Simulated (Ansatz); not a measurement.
# How fast states decay through Tl2HBrO, part 3 of 3

Aim: relax a made-up compound, Tl2HBrO, and see how good a tunnel barrier it would be. It is built by putting Tl for K in the K2HBrO structure of space group P2_1/m, with the volume rescaled by atomic radii. The parent structure comes from the Materials Project.

Ansatz 0.2.0; r2SCAN DFT, plane waves, PAW files (the session's first sound run).

So far. Step 3 (The bulk crystal and its band edges): The searched edges give 2.26 eV, under the 2.30 eV of the mesh, which misses an edge. Step 4 (Decaying states in the gap): At the listed wavevectors the last open channel is at -0.02 eV and the next at +2.29 eV on the grid. At +1.17 eV, the grid energy nearest the filling level (the middle of the gap on the SCF mesh), the slowest state at the listed wavevectors decays with κ = 0.268 Å⁻¹, its amplitude falling by e over 3.7 Å.

The structure was built from a prototype and need not be the compound's stable phase.

### Step 5. Band edges at another level, cutoff 1290 eV

This step: r2SCAN DFT, plane waves, norm-conserving files (Ansatz 0.2.0).

The edges again with norm-conserving files, at the same atoms. Against that run the cutoff is 1290 eV against 500.

The input, input.yaml:

```yaml
crystal:
  lattice:
    - [6.6435508674, 0.0, -0.7166862336]
    - [0.0, 4.1211552574, 0.0]
    - [-3.4589934077, 0.0, 8.9119365833]
  atoms:
    - { symbol: Tl, position: [0.2568779852, 0.75, 0.0240950632] }
    - { symbol: Tl, position: [0.7431220148, 0.25, 0.9759049368] }
    - { symbol: Tl, position: [0.645466226, 0.25, 0.3446065839] }
    - { symbol: Tl, position: [0.354533774, 0.75, 0.6553934161] }
    - { symbol: H, position: [0.1638536284, 0.25, 0.7931297572] }
    - { symbol: H, position: [0.8361463716, 0.75, 0.2068702428] }
    - { symbol: Br, position: [0.1515063404, 0.25, 0.3733156437] }
    - { symbol: Br, position: [0.8484936596, 0.75, 0.6266843563] }
    - { symbol: O, position: [0.3108284481, 0.25, 0.8842794633] }
    - { symbol: O, position: [0.6891715519, 0.75, 0.1157205367] }
kpoints:
  mp_grid: { grid: [4, 6, 4] }
  band_path: { path: [VBM, CBM], npoints: 30 }
scf:
  occupations: { method: fixed }
hamiltonian:
  xc: r2scan
  pseudopotentials: { kind: nc }
output:
  eigenvalues: true
```

Started as:

```console
ansatz run input.yaml --threads 2 --pin off --max-ram 4096MiB --backend cpu --events-out ev --progress --plain --runs-dir out
```

Log:

```text
[...]
Crystal: 10 atoms, lattice volume = 233.784 Å³
Basis set: ecut = 1290 eV, 24561 PW (Γ)
Bands: 50, of which v1, the nominal top of the filled ones, is band 40 counted from 1 (39 counted from 0)
Symmetry: 4 space group operations
[...]
k-points: 40 of 96
[...]
SCF iter   1: F=—  HF=-9899.104577 eV  |F-HF|=—  |Δ(HF+E_count)|=         —  Δρ=4.83e-2  dr2=7.97e0  dr2_τ=1.21e0  ethr=3.10e-3  ⟨swp⟩=12.6  Hψ=14238  notcnv=0  defer=310
[...]
SCF iter   9: F=-9896.856932 eV  HF=-9896.856932 eV  |F-HF|=4.16e-9  |Δ(HF+E_count)|=   1.89e-7  Δρ=3.31e-6  dr2=2.88e-8  dr2_τ=3.75e-8  ethr=1.25e-10  ⟨swp⟩=39.8  Hψ=28873  notcnv=0
SCF 1 converged in 9 iterations: F = -9896.856932 eV  dr2 = 2.88e-8
[...]
SCF converged after 9 iterations
Free energy (F): -9896.856932 eV
[...]
Internal energy: -9896.856932 eV  (E = F + TS)
E sigma→0 (E₀):  -9896.856932 eV
Fermi energy:    4.529538 eV
[...]
--- Band table (eV; the first three rows and the last of 40) ---
  k-point 0: bands = [... 36 lower, 3.5453, 3.7111, 4.2606, 4.5208, 7.5279, 8.1656, 9.0627, 10.1820, ... 6 higher]
  k-point 1: bands = [... 36 lower, 3.5378, 3.6554, 3.9675, 4.5268, 7.9885, 8.3261, 8.8469, 10.2279, ... 6 higher]
  k-point 2: bands = [... 36 lower, 3.4210, 3.5271, 3.9524, 4.5295, 8.2705, 8.6894, 8.7631, 9.9781, ... 6 higher]
  k-point 39: bands = [... 36 lower, 3.8180, 3.8180, 4.1310, 4.1310, 7.4698, 7.4698, 8.1642, 8.1642, ... 6 higher]
```

It took 8.8 min on 2 threads of Intel Xeon Platinum 8375C at 2.90GHz (Ice Lake), shared host; peak memory 2.7 GiB; 17 min of CPU time.

Numbers from this step:

- free energy: -9896.8569 eV
- Fermi energy: 4.530 eV
- gap on the k-mesh: 2.297 eV
- gap on path: 2.254 eV, by band count; negative where bands overlap
- direct gap on path: 2.463 eV

The electronic bands at the labelled points (eV, zero at the Fermi level (highest filled level under fixed occupations); v1 is the highest filled band, c1 the lowest empty one):

```csv
point,v4,v3,v2,v1,c1,c2,c3,c4
VBM,-1.11,-1.00,-0.58,0.00,3.74,4.16,4.23,5.45
halfway,-1.00,-0.75,-0.68,-0.17,3.63,3.75,4.32,4.55
CBM,-0.82,-0.78,-0.30,-0.21,2.25,2.42,4.19,4.21
```

The searched edges give 2.25 eV, under the 2.30 eV of the mesh, which misses an edge.

### Step 6. Complex bands at another level

This step: r2SCAN DFT, plane waves, norm-conserving files; complex bands by layer matching along the plane's normal (Ansatz 0.2.0).

The complex bands at that level, over its own gap, at (0, 0) and (0.4635, 0).

The input, input.yaml:

```yaml
crystal:
  lattice:
    - [4.121155257, 0.0, 0.0]
    - [0.0, 9.559667832, 0.0]
    - [0.0, -3.071975034, 5.934086001]
  atoms:
    - { symbol: Tl, position: [0.75, 0.0240950632, 0.2568779852] }
    - { symbol: Tl, position: [0.25, 0.9759049368, 0.7431220148] }
    - { symbol: Tl, position: [0.25, 0.3446065839, 0.645466226] }
    - { symbol: Tl, position: [0.75, 0.6553934161, 0.354533774] }
    - { symbol: H, position: [0.25, 0.7931297572, 0.1638536284] }
    - { symbol: H, position: [0.75, 0.2068702428, 0.8361463716] }
    - { symbol: Br, position: [0.25, 0.3733156437, 0.1515063404] }
    - { symbol: Br, position: [0.75, 0.6266843563, 0.8484936596] }
    - { symbol: O, position: [0.25, 0.8842794633, 0.3108284481] }
    - { symbol: O, position: [0.75, 0.1157205367, 0.6891715519] }
kpoints:
  mp_grid: { grid: [6, 4, 4] }
scf:
  occupations: { method: fixed }
hamiltonian:
  xc: r2scan
  pseudopotentials: { kind: nc }
output:
  eigenvalues: true
  transmission:
    leads: [[0, 0]]
    kpoints: [[0.0, 0.0], [0.4635, 0.0]]
    e_range: [-1.0, 3.25]
    de: 0.07
```

Log:

```text
Engine: ansatz 0.2.0, x86_64-unknown-linux-gnu
Pseudopotentials: kind: nc
Pseudopotential: Tl, nc, valence charge 13, recommended cutoff 820 eV (normal), Tl.nc.azcp
Pseudopotential: H, nc, valence charge 1, recommended cutoff 1180 eV (normal), H.nc.azcp
Pseudopotential: Br, nc, valence charge 7, recommended cutoff 600 eV (normal), Br.nc.azcp
Pseudopotential: O, nc, valence charge 6, recommended cutoff 1290 eV (normal), O.nc.azcp
Functional definition: r2SCAN
  parameter k0 = 0.174
  parameter k1 = 0.065
  parameter a1 = 4.9479
  exchange = r2scan_x(k0 = k0, k1 = k1, a1 = a1)
  correlation = r2scan_c
Error: memory limit exceeded: the `transmission` phase of `transmission` needs 11.28 GiB against the run's memory maximum of 4.00 GiB; largest carriers: transmission 10.86 GiB, unmodelled-tail allowance 0.30 GiB, source scf tables 0.11 GiB, source scf state 0.01 GiB; the layers of output.transmission grow with the square of the cell's cross-section: a lower cutoff or a narrower output.transmission.e_range takes less, and so, most of all in a narrow cell, does a wider de; where no e_range is typed, a fill by count is planned with a gap of 40 thermal energies
with nothing else changed it takes a maximum of at least 11.29 GiB, with nothing to spare, and 12.41 GiB leaves up to a tenth: --max-ram 12.41GiB where that set the maximum, else more of the term that did, and with no share typed, where 12.41 GiB is over 0.88 of the host's memory or its container's limit, a share of 0.88 or more that holds the maximum too (--max-ram-frac F), where one does; The budget is ten eleventh [...]
`transmission` follows the SCF: where the deck gives it k-points, a mesh or a band count of its own, those are what to reduce (not on a resume, whose deck is fixed)
```

Elapsed: 0.55 s, on 2 threads; peak memory 0.28 GiB.

The input was rejected at the start.

The program's message: “Error: memory limit exceeded: the `transmission` phase of `transmission` needs 11.28 GiB against the run's memory maximum of 4.00 GiB; largest carriers: transmission 10.86 GiB, unmodelled-tail allowan …”

### Step 7. Results

```yaml
band_gap: 2.26 eV
least_decay_constant_at_mid_gap_normal_to_100: 0.268 Å⁻¹
```

In words: With r2SCAN, the slowest decay at the wavevectors tried is κ = 0.268 Å⁻¹, normal to (100). Through such a film the transmission near mid-gap falls as exp(−2κd), a factor of ten every 4.3 Å. A free electron under a barrier of half the gap would need a mass of 0.24 mₑ to decay at this rate. The compound is made up by substitution; its stability against other phases and against distortions of the cell's symmetry was not tested. r2SCAN still narrows gaps, if less than LDA and GGA do, while spin-orbit coupling, left out here, narrows them in compounds of heavy elements, so the error in κ can go either way.

[Logs are printed without paths, hosts, clocks, repeated set-up lines and the standing remarks that a program may print on its own settings, such as how far it seeks lower states.]

[Hosts, paths, dates, database ids (printed as entryN), source tags and the programs' standing remarks are cut or masked in the printed files.]
